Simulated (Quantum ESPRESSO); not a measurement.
# Magnetic state of BaFeO3 from several starts

Does BaFeO3 prefer parallel or opposed moments?

Program: Quantum ESPRESSO 7.5. Level of theory: PBEsol with U = 4.5 eV on Fe d (ortho-atomic projectors); plane waves with GBRV 1.5 PBEsol potentials, no spin-orbit coupling. Results are calculated unless marked as measured.

This is a report of a sequence of runs, with most program output left out.

## Step 1: The starting structure

It takes space group Pm-3m (No. 221, cubic). Conventional cell: a = 3.952 Å, b = 3.952 Å, c = 3.952 Å, α = 90.00°, β = 90.00°, γ = 90.00°. Nearest to Ba lie 12 O at 2.79 Å. Fe has 6 O at 1.98 Å nearest. O has 2 Fe at 1.98 Å and 4 Ba at 2.79 Å nearest. Farther neighbours and most contacts between anions are not listed.

Coordinates:

```cif
data_structure
_symmetry_space_group_name_H-M 'Pm-3m'
_symmetry_Int_Tables_number 221
_cell_length_a 3.9516
_cell_length_b 3.9516
_cell_length_c 3.9516
_cell_angle_alpha 90.000
_cell_angle_beta 90.000
_cell_angle_gamma 90.000
_cell_volume 61.70
loop_
_atom_site_label
_atom_site_type_symbol
_atom_site_symmetry_multiplicity
_atom_site_Wyckoff_symbol
_atom_site_fract_x
_atom_site_fract_y
_atom_site_fract_z
_atom_site_occupancy
Ba1 Ba 1 a 0.00000 0.00000 0.00000 1
Fe1 Fe 1 b 0.50000 0.50000 0.50000 1
O1 O 3 c 0.00000 0.50000 0.50000 1
```

The cell comes from Materials Project 2023-11-01, a database of computed structures, and need not be the stable phase.

## Step 2: Run 1 (ferro +)

The signs are those of the starting moments on the seeded atoms, the atoms that are given a moment.

pw.in reads:

```
&CONTROL
  calculation = 'scf'
  prefix = 'pwscf'
  outdir = './tmp'
  pseudo_dir = './pseudo'
  disk_io = 'nowf'
/
&SYSTEM
  ibrav = 0
  nat = 5
  ntyp = 3
  ecutwfc = 40
  ecutrho = 280
  nbnd = 33
  occupations = 'smearing'
  smearing = 'fd'
  degauss = 0.00367493
  nspin = 2
  starting_magnetization(1) = 0
  starting_magnetization(2) = 0.25
  starting_magnetization(3) = 0
/
&ELECTRONS
  conv_thr = 1d-08
  electron_maxstep = 150
  mixing_beta = 0.3
/
ATOMIC_SPECIES
Ba    137.3270 ba_pbesol_v1.uspp.F.UPF
Fe     55.8450 fe_pbesol_v1.5.uspp.F.UPF
O      15.9990 o_pbesol_v1.2.uspp.F.UPF
CELL_PARAMETERS angstrom
   3.9515666733    0.0000000000    0.0000000000
   0.0000000000    3.9515666733    0.0000000000
   0.0000000000    0.0000000000    3.9515666733
ATOMIC_POSITIONS crystal
Ba      0.0000000000    0.0000000000    0.0000000000
Fe      0.5000000000    0.5000000000    0.5000000000
O       0.0000000000    0.5000000000    0.5000000000
O       0.5000000000    0.0000000000    0.5000000000
O       0.5000000000    0.5000000000    0.0000000000
K_POINTS automatic
6 6 6 0 0 0
HUBBARD {ortho-atomic}
U Fe-3d 4.5000
```

Launch:

```console
> OMP_NUM_THREADS=1 mpirun -n 4 pw.x -nk 4 -in pw.in > pw.out
```

Elapsed: 15 s, on 4 MPI ranks of Arm Neoverse V1, shared host; peak memory 0.59 GiB; 61 s of CPU time.

Spin moment in the atom's sphere by atom:

| atom | spin moment in the atom's sphere (μB) |
| --- | --- |
| Ba1 | 0.01 |
| Fe2 | 3.61 |
| O3 | 0.04 |
| O4 | 0.04 |
| O5 | 0.04 |

This step gave:

| Quantity | Value |
| --- | --- |
| smearing term TS | 0.01165 eV |
| magnetization | 4.093 μB |
| absolute magnetization | 4.36 μB |
| final state | ferromagnetic |

## Step 3: Start 2: antiferro q=(1/2,1/2,1/2) +−

The cell is doubled to 10 atoms to hold this order. The wavevector q is in fractions of the reciprocal vectors of the crystal's primitive cell, as the cells of these inputs are built from it; moments change sign between cells as cos(2π q·R).

pw.in reads:

```
&CONTROL
  calculation = 'scf'
  prefix = 'pwscf'
  outdir = './tmp'
  pseudo_dir = './pseudo'
  disk_io = 'nowf'
/
&SYSTEM
  ibrav = 0
  nat = 10
  ntyp = 4
  ecutwfc = 40
  ecutrho = 280
  nbnd = 58
  occupations = 'smearing'
  smearing = 'fd'
  degauss = 0.00367493
  nspin = 2
  starting_magnetization(1) = 0
  starting_magnetization(2) = 0.25
  starting_magnetization(3) = -0.25
  starting_magnetization(4) = 0
/
&ELECTRONS
  conv_thr = 2d-08
  electron_maxstep = 150
  mixing_beta = 0.3
/
ATOMIC_SPECIES
Ba    137.3270 ba_pbesol_v1.uspp.F.UPF
Fe1    55.8450 fe_pbesol_v1.5.uspp.F.UPF
Fe2    55.8450 fe_pbesol_v1.5.uspp.F.UPF
O      15.9990 o_pbesol_v1.2.uspp.F.UPF
CELL_PARAMETERS angstrom
   7.9031333466    0.0000000000    0.0000000000
   3.9515666733    3.9515666733    0.0000000000
   3.9515666733    0.0000000000    3.9515666733
ATOMIC_POSITIONS crystal
Ba      0.0000000000    0.0000000000    0.0000000000
Ba      0.5000000000    0.0000000000    0.0000000000
Fe1     0.7500000000    0.5000000000    0.5000000000
Fe2     0.2500000000    0.5000000000    0.5000000000
O       0.5000000000    0.5000000000    0.5000000000
O       0.0000000000    0.5000000000    0.5000000000
O       0.0000000000    0.0000000000    0.5000000000
O       0.5000000000    0.0000000000    0.5000000000
O       0.0000000000    0.5000000000    0.0000000000
O       0.5000000000    0.5000000000    0.0000000000
K_POINTS automatic
3 6 6 0 0 0
HUBBARD {ortho-atomic}
U Fe1-3d 4.5000
U Fe2-3d 4.5000
```

The job ended after 55 s (4 MPI ranks; peak memory 0.98 GiB; 3.7 min of CPU time).

Spin moment in the atom's sphere by atom:

| atom | spin moment in the atom's sphere (μB) |
| --- | --- |
| Ba1 | 0.00 |
| Ba2 | 0.00 |
| Fe3 | 3.59 |
| Fe4 | -3.59 |
| O5 | 0.00 |
| O6 | 0.00 |
| O7 | 0.00 |
| O8 | 0.00 |
| O9 | 0.00 |
| O10 | 0.00 |

This step gave:

```yaml
smearing_term_ts: 0.04113 eV
magnetization: 0 μB
absolute_magnetization: 8.001 μB
final_state: antiferromagnetic
```

## Step 4: Run 3, typed as antiferro q=(0,1/2,1/2) +−

This order needs a doubled cell of 10 atoms.

pw.in reads:

```
&CONTROL
  calculation = 'scf'
  prefix = 'pwscf'
  outdir = './tmp'
  pseudo_dir = './pseudo'
  disk_io = 'nowf'
/
&SYSTEM
  ibrav = 0
  nat = 10
  ntyp = 4
  ecutwfc = 40
  ecutrho = 280
  nbnd = 58
  occupations = 'smearing'
  smearing = 'fd'
  degauss = 0.00367493
  nspin = 2
  starting_magnetization(1) = 0
  starting_magnetization(2) = 0.25
  starting_magnetization(3) = -0.25
  starting_magnetization(4) = 0
/
&ELECTRONS
  conv_thr = 2d-08
  electron_maxstep = 150
  mixing_beta = 0.3
/
ATOMIC_SPECIES
Ba    137.3270 ba_pbesol_v1.uspp.F.UPF
Fe1    55.8450 fe_pbesol_v1.5.uspp.F.UPF
Fe2    55.8450 fe_pbesol_v1.5.uspp.F.UPF
O      15.9990 o_pbesol_v1.2.uspp.F.UPF
CELL_PARAMETERS angstrom
   3.9515666733    0.0000000000    0.0000000000
   0.0000000000    7.9031333466    0.0000000000
   0.0000000000    3.9515666733    3.9515666733
ATOMIC_POSITIONS crystal
Ba      0.0000000000    0.0000000000    0.0000000000
Ba      0.0000000000    0.5000000000    0.0000000000
Fe1     0.5000000000    0.0000000000    0.5000000000
Fe2     0.5000000000    0.5000000000    0.5000000000
O       0.0000000000    0.0000000000    0.5000000000
O       0.0000000000    0.5000000000    0.5000000000
O       0.5000000000    0.7500000000    0.5000000000
O       0.5000000000    0.2500000000    0.5000000000
O       0.5000000000    0.2500000000    0.0000000000
O       0.5000000000    0.7500000000    0.0000000000
K_POINTS automatic
6 3 6 0 0 0
HUBBARD {ortho-atomic}
U Fe1-3d 4.5000
U Fe2-3d 4.5000
```

Run time: 89 s. Hardware: 4 MPI ranks; peak memory 1.1 GiB.

Spin moment in the atom's sphere by atom:

| atom | spin moment in the atom's sphere (μB) |
| --- | --- |
| Ba1 | 0.00 |
| Ba2 | 0.00 |
| Fe3 | 3.59 |
| Fe4 | -3.59 |
| O5 | 0.08 |
| O6 | -0.08 |
| O7 | 0.00 |
| O8 | 0.00 |
| O9 | 0.00 |
| O10 | 0.00 |

Read from the output:

| Item | Value |
| --- | --- |
| smearing term TS | 0.04261 eV |
| magnetization | 0 μB |
| absolute magnetization | 8.302 μB |
| final state | antiferromagnetic |

## Step 5: Ranking

An order is kept where moments of 0.15 μB or more survive with the typed signs; meshes match where a doubled cell samples the same k points as the first cell.

Orders:

| start | final state | typed order kept | energy over the lowest (meV a seeded atom) | largest site moment (μB) | net moment (μB a cell of the first run) | mesh matched | CPU time (s) |
| --- | --- | --- | --- | --- | --- | --- | --- |
| ferro + | ferromagnetic | yes | 0 | 3.611 | 4.093 | yes | 61.41 |
| antiferro q=(1/2,1/2,1/2) +- | antiferromagnetic | yes | 244.6 | 3.592 | 0 | yes | 219.1 |
| antiferro q=(0,1/2,1/2) +- | antiferromagnetic | yes | 149.6 | 3.589 | 0 | yes | 354.4 |

## Step 6: Couplings from the energies

E = −Σ J e·e over ordered pairs of unit vectors, so each pair counts twice. As many shells are taken as there are differences of energy, so the couplings are solved for and no residual tests the model; further shells are folded in, and shells whose pairs keep their relative signs in all orders cancel and are not probed. Couplings from the energies:

| pair | distance (Å) | neighbours an atom | J (meV) |
| --- | --- | --- | --- |
| Fe-Fe | 3.952 | 6 | 20.38 |
| Fe-Fe | 5.588 | 12 | -0.8415 |

## Step 7: Occupations of the corrected shells in the lowest state

Occupations of the Hubbard shells:

| block | type | shell | spin | electrons | occupation numbers |
| --- | --- | --- | --- | --- | --- |
| 2 | Fe | 3d | up | 4.8 | 0.905 0.905 0.997 0.997 0.997 |
| 2 | Fe | 3d | down | 0.9193 | 0.142 0.142 0.142 0.246 0.246 |

## Step 8: Results

```json
{
  "lowest state found": "ferromagnetic (from ferro +)",
  "largest site moment": "3.61 μB",
  "next state with moments": "antiferromagnetic, 150 meV a seeded atom higher",
  "J of the weightiest shell (Fe-Fe, 3.95 Å; E = −Σ J e·e, ordered pairs)": "20.4 meV"
}
```

What this shows: The largest moment changes by 0.62 % between the kept orders, as for well localised moments. This is the lowest of 3 collinear or spinless starts, no proof of the ground state. The smearing term is large for its width, so states at the Fermi level are partly filled: at this level the cell is a metal or has a gap of a few widths at most.

[Logs and program files are shortened in this print: banners, set-up blocks, solver, clock and traceback lines can be left out without a mark of their own.]

[Logs are printed without paths, hosts, clocks, repeated set-up lines and the standing remarks that a program may print on its own settings, such as how far it seeks lower states.]

[Hosts, paths, dates, database ids (printed as entryN), source tags and the programs' standing remarks are cut or masked in the printed files.]

[Where a cell is said to come from a database of computed structures, the database is the Materials Project.]
